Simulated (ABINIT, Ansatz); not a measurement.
Entries from a set of simulations; values are calculated unless marked as measured.

```
! title: Quasiparticle gap of BaAlGeH (P3m1) in ABINIT
! method: RPA screening on PBEsol, plane waves, norm-conserving pseudopotentials (and 2 further levels or steps)
! program: ABINIT 10.8.3
! settings: cutoff 56 Ha, PseudoDojo scalar-relativistic 0.4 stringent, norm-conserving, ngkpt (3, 3, 2), nband 59, ecuteps 3.6 Ha, inclvkb 2, shiftk (0, 0, 0), symchi 1, awtr 1, frequency ppm, 3×3×2 k-mesh
! cost: 4 runs, 2 min in all on 4 MPI ranks of AMD EPYC 7R13 (Zen 3), shared host
! notes: The program’s warnings: nkpt*nsppol () is not a multiple of nproc spkpt (). The cell and positions come from the Crystallography Open Database and are kept as given unless a step says otherwise. Limits: mesh may overstate the screening; no spin-orbit coupling. Local fields lower the RPA ε∞ on this mesh from 29.01 to 25.81; a Γ-centred mesh this coarse tends to raise both, most where the direct gap is narrow, while a short band sum lowers them. The 3×3×2 mesh is coarse for this cell, which bears on the long-range parts of exchange and screening. The RPA ε∞ on this mesh reaches over 25; with a narrow direct gap a coarse mesh can overstate it, and the correction is then too small.
! PBEsol gap: 0.79 eV, indirect
! G0W0 gap on the mesh: 1.48 eV
! G0W0 gap over the zone (rigid shift): 1.13 eV
! GW settings: 3×3×2 mesh, 59 bands, screening to 98 eV, Godby-Needs plasmon pole
! known limits: short of the basis limit; mesh may overstate the screening; no spin-orbit coupling; coarse k mesh
CELL_PARAMETERS angstrom
4.34484 0.00000 0.00000
-2.17242 3.76274 0.00000
0.00000 0.00000 5.21606
ATOMIC_POSITIONS crystal
Ba 0.00000 0.00000 0.00000
Al 0.66667 0.33333 0.53950
Ge 0.33333 0.66667 0.45510
H 0.66667 0.33333 0.87030
```

[Long decimals in the printed logs are rounded to 6 places.]

[Logs are printed without paths, hosts, clocks, repeated set-up lines and the standing remarks that a program may print on its own settings, such as how far it seeks lower states.]

[Paths, hosts, dates, memory and timing lines, banners, echoed tables and standing remarks are left out of the program output; an Ansatz launch command may be rebuilt from the run's recorded settings. Measured values are a selection of at most five: reports struck by readers or far from the other reports are left out. None is set beside runs whose start may be inverted or whose files or cutoffs have a known fault.]

[Runs of the session that timed out or met a known fault of the program may be left out.]

[Hosts, paths, dates, database ids (printed as entryN), source tags and the programs' standing remarks are cut or masked in the printed files.]

[G0W0 gaps are taken among the corrected bands and points alone; a level outside them can change the order at an edge.]

[Where Ansatz stands beside ABINIT at settings called matched, ABINIT's density can come from a denser mesh and the files from another edition; pairs whose starting gaps differed by over 0.03 eV were left out, so agreement reads better than it is.]
